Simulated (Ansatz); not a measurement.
# Nb wire along [111], 24 atoms a period: bands along the axis, part 2 of 2

What gap, if any, does the Nb wire along [111], 24 atoms a period have, and how many channels would it open?

Ansatz 0.2.0; DFT PBE, plane waves, PAW; relaxation of a wire's period; PAW set soft_1 (the session's first sound run).

So far: Set-up; The relaxed wire.

**2. The relaxed wire (continued)**

Relaxation path:

| step | energy less that of the first step (eV) | largest force component (eV/Å) | pressure (GPa) | volume (Å³) |
| --- | --- | --- | --- | --- |
| 1 | 0.0000 | 1.4153 | -4.39 | 1005.74 |
| 2 | -1.3505 | 0.7923 | 1.05 | 962.67 |
| 3 | -1.5271 | 0.1488 | -0.21 | 969.21 |
| 4 | -1.5568 | 0.0552 | -0.17 | 965.46 |
| 5 | -1.5675 | 0.0529 | -0.04 | 962.10 |
| 6 | -1.5724 | 0.0169 | -0.04 | 958.70 |
| 7* | -1.5701 | 0.0169 | -0.04 | 958.70 |

Relaxation steps marked * repeat the geometry before them on a plane-wave basis chosen anew for their cell, so energy and pressure can jump there.

Forces are held to the 2 operations that the run works with; a distortion that breaks them can't arise in this run.

| cell as run | before | after | change |
| --- | --- | --- | --- |
| c (Å) | 2.867 | 2.732 | -4.7 % |

The atoms that moved most (Å, along periodic axes as changes of fractional coordinates times the final cell, across vacuum about the mean position):

| atom | dx | dy | dz | length |
| --- | --- | --- | --- | --- |
| Nb24 | -0.115 | -0.078 | -0.107 | 0.175 |
| Nb13 | 0.115 | 0.078 | 0.107 | 0.175 |
| Nb10 | 0.023 | -0.137 | 0.057 | 0.150 |
| Nb7 | -0.023 | 0.137 | -0.057 | 0.150 |
| Nb12 | -0.099 | 0.078 | 0.064 | 0.141 |
| Nb5 | 0.099 | -0.078 | -0.064 | 0.141 |
| Nb2 | -0.029 | 0.015 | -0.056 | 0.065 |
| Nb18 | 0.029 | -0.015 | 0.056 | 0.065 |

Final coordinates:

```cif
data_structure
_symmetry_space_group_name_H-M 'P 1'
_symmetry_Int_Tables_number 1
_cell_length_a 18.5030
_cell_length_b 18.9620
_cell_length_c 2.7325
_cell_angle_alpha 90.000
_cell_angle_beta 90.000
_cell_angle_gamma 90.000
_cell_volume 958.70
loop_
_atom_site_label
_atom_site_type_symbol
_atom_site_fract_x
_atom_site_fract_y
_atom_site_fract_z
_atom_site_occupancy
Nb1 Nb 0.18269 0.46460 0.00884 1
Nb2 Nb 0.30870 0.67896 0.97945 1
Nb3 Nb 0.43688 0.46462 0.00193 1
Nb4 Nb 0.56288 0.67846 0.01019 1
Nb5 Nb 0.18912 0.60279 0.31004 1
Nb6 Nb 0.31022 0.39358 0.34812 1
Nb7 Nb 0.43549 0.18655 0.31262 1
Nb8 Nb 0.43543 0.60900 0.33292 1
Nb9 Nb 0.56455 0.39100 0.33375 1
Nb10 Nb 0.56449 0.81345 0.35405 1
Nb11 Nb 0.68976 0.60642 0.31855 1
Nb12 Nb 0.81086 0.39721 0.35663 1
Nb13 Nb 0.18999 0.32594 0.70573 1
Nb14 Nb 0.30979 0.53663 0.65530 1
Nb15 Nb 0.43710 0.32154 0.65648 1
Nb16 Nb 0.43717 0.75086 0.68520 1
Nb17 Nb 0.56310 0.53538 0.66474 1
Nb18 Nb 0.69128 0.32104 0.68721 1
Nb19 Nb 0.69033 0.74950 0.65687 1
Nb20 Nb 0.81729 0.53540 0.65782 1
Nb21 Nb 0.30965 0.25050 0.00980 1
Nb22 Nb 0.56281 0.24914 0.98147 1
Nb23 Nb 0.69019 0.46337 0.01136 1
Nb24 Nb 0.80999 0.67406 0.96094 1
```

Numbers from this step:

- energy at zero smearing: -109238.6833 eV
- cell length along the wire: 2.732 Å

The cell's length comes to 2.732 Å with spin left out.

**3. The perfect wire**

This step: DFT PBE, plane waves, PAW; bands of a perfect wire; PAW set soft_1 (Ansatz 0.2.0).

At the relaxed period the bands are computed along the axis; those that cross an energy going forward count the channels that a perfect wire would open there.

Contents of input.yaml:

```yaml
crystal:
  lattice:
    - [18.503, 0.0, 0.0]
    - [0.0, 18.962, 0.0]
    - [0.0, 0.0, 2.7324779388]
  atoms:
    - { symbol: Nb, position: [0.182686062, 0.464604149, 0.008842644] }
    - { symbol: Nb, position: [0.30870269, 0.678957907, 0.97945224] }
    - { symbol: Nb, position: [0.436882137, 0.464616792, 0.001928084] }
    - { symbol: Nb, position: [0.562877872, 0.678456764, 0.010191359] }
    - { symbol: Nb, position: [0.18911897, 0.602791817, 0.310039958] }
    - { symbol: Nb, position: [0.310219509, 0.393582547, 0.348117999] }
    - { symbol: Nb, position: [0.435487246, 0.186549653, 0.312616839] }
    - { symbol: Nb, position: [0.435433799, 0.608999654, 0.332916577] }
    - { symbol: Nb, position: [0.564545514, 0.391000346, 0.33375009] }
    - { symbol: Nb, position: [0.564492067, 0.813450347, 0.354049828] }
    - { symbol: Nb, position: [0.689759804, 0.606417453, 0.318548667] }
    - { symbol: Nb, position: [0.810860343, 0.397208183, 0.356626709] }
    - { symbol: Nb, position: [0.189988432, 0.325935708, 0.70572815] }
    - { symbol: Nb, position: [0.309793918, 0.536631788, 0.655304235] }
    - { symbol: Nb, position: [0.437101441, 0.321543236, 0.656475308] }
    - { symbol: Nb, position: [0.437174254, 0.75086283, 0.685195458] }
    - { symbol: Nb, position: [0.563097176, 0.535383208, 0.664738583] }
    - { symbol: Nb, position: [0.691276623, 0.321042093, 0.687214426] }
    - { symbol: Nb, position: [0.690331488, 0.749496613, 0.656868047] }
    - { symbol: Nb, position: [0.817293251, 0.535395851, 0.657824023] }
    - { symbol: Nb, position: [0.309647825, 0.250503387, 0.00979862] }
    - { symbol: Nb, position: [0.562805059, 0.24913717, 0.981471208] }
    - { symbol: Nb, position: [0.690185395, 0.463368212, 0.011362432] }
    - { symbol: Nb, position: [0.809990881, 0.674064292, 0.960938516] }
kpoints:
  mp_grid: { grid: [1, 1, 30] }
  band_path: { path: ["Γ", Z], npoints: 90 }
scf:
  occupations: { method: fermi_dirac, width: 0.05 }
hamiltonian:
  xc: pbe
  pseudopotentials: { kind: paw, azcp: { folder: soft_1 } }
output:
  dos: { e_range: [-5, 4] }
  write_potential: true
  write_density: true
  volumetric_format: npy
```

Started as:

```console
$ ansatz run input.yaml --threads 4 --pin off --max-ram 16384MiB --backend cpu --events-out ev --progress --plain --runs-dir out
```

Numbers of over 12 decimals in the logs are rounded to 6 here.

Output:

```text
[...]
Crystal: 24 atoms, lattice volume = 958.701 Å³
Basis set: ecut = 420 eV, 18839 PW (Γ)
Bands: 188, of which v1, the nominal top of the filled ones, is band 156 counted from 1 (155 counted from 0)
Symmetry: 2 space group operations
[...]
k-points: 16 of 30
[...]
SCF iter   1: F=—  HF=-109265.581287 eV  |F-HF|=—  |Δ(HF+E_count)|=         —  Δρ=6.08e-2  dr2=3.46e2  ethr=3.10e-3  ⟨swp⟩=10.0  Hψ=14507  notcnv=0  defer=23
[...]
SCF iter  12: F=-109238.809953 eV  HF=-109238.809953 eV  |F-HF|=6.83e-8  |Δ(HF+E_count)|=   5.45e-8  Δρ=1.64e-6  dr2=9.91e-8  ethr=3.21e-11  ⟨swp⟩=20.2  Hψ=12179  notcnv=0
SCF 1 converged in 12 iterations: F = -109238.809953 eV  dr2 = 9.91e-8
[...]
NSCF: frozen V_eff on 91 k-points
WARN: The output density's exchange-correlation potential varies sharply where the density is thin. Do not read a vacuum level from v_tot or v_xc, or from such a field of the output density. On a cell that repeats whose density bears no net charge and no dipole along the vacuum's axis use v_es (v_loc + v_h of the components); under efield.dipole_correction with no amplitude use v_es + v_field, which holds any externa [...]
SCF converged after 12 iterations
Free energy (F): -109238.809953 eV
[...]
Internal energy: -109238.556988 eV  (E = F + TS)
E sigma→0 (E₀):  -109238.683470 eV
Entropy (-TS):   -0.252965 eV (-10.540 meV/atom)
Fermi energy:    6.004785 eV
[...]
--- Band table (eV; the first three rows and the last of 16) ---
  k-point 0: bands = [... 152 lower, 5.5832, 5.6219, 5.6861, 5.7607, 5.8426, 5.8855, 5.9776, 6.0135, ... 28 higher]
  k-point 1: bands = [... 152 lower, 5.6079, 5.6176, 5.6781, 5.7532, 5.8329, 5.8666, 5.9530, 6.0040, ... 28 higher]
  k-point 2: bands = [... 152 lower, 5.5670, 5.6590, 5.7070, 5.7354, 5.7927, 5.8297, 5.8954, 5.9755, ... 28 higher]
  k-point 15: bands = [... 152 lower, 6.4255, 6.4705, 6.5017, 6.5965, 6.6475, 6.7845, 6.7953, 6.8284, ... 28 higher]
```

Elapsed: 5.5 min, on 4 threads of Arm Neoverse V2, shared host; peak memory 8.3 GiB.

This step gave:

```yaml
energy_at_zero_smearing: -109238.6835 eV
band_gap: 0 eV
```

The electronic bands at the labelled points (eV, zero at the Fermi level; # counts the bands kept):

| point | #45 | #46 | #47 | #48 | #49 | #50 | #51 | #52 |
| --- | --- | --- | --- | --- | --- | --- | --- | --- |
| Γ | -0.42 | -0.38 | -0.32 | -0.24 | -0.16 | -0.12 | -0.03 | 0.01 |
| halfway | -0.26 | -0.12 | -0.07 | -0.01 | 0.01 | 0.09 | 0.12 | 0.17 |
| Z | 0.42 | 0.47 | 0.50 | 0.59 | 0.64 | 0.78 | 0.79 | 0.82 |

Between Γ and Z the bands cross the Fermi level 17 times, so a perfect wire would conduct at least 17 G₀, with spin left out.

**4. What came out**

| Quantity | Value |
| --- | --- |
| cell length, PBE | 2.732 Å |
| ballistic conductance by band crossings, a lower bound, PBE | 17 G₀ |

**Reading.** Under PBE the cell's length is 2.73 Å, and the bands cross the Fermi level 17 times between Γ and Z, which gives a perfect wire at least 17 G₀ (opposite crossings within one step of the path cancel in such a count). No spin was allowed, though thin wires with open d shells can turn magnetic.

[Logs are printed without paths, hosts, clocks, repeated set-up lines and the standing remarks that a program may print on its own settings, such as how far it seeks lower states.]

[Hosts, paths, dates, database ids (printed as entryN), source tags and the programs' standing remarks are cut or masked in the printed files.]
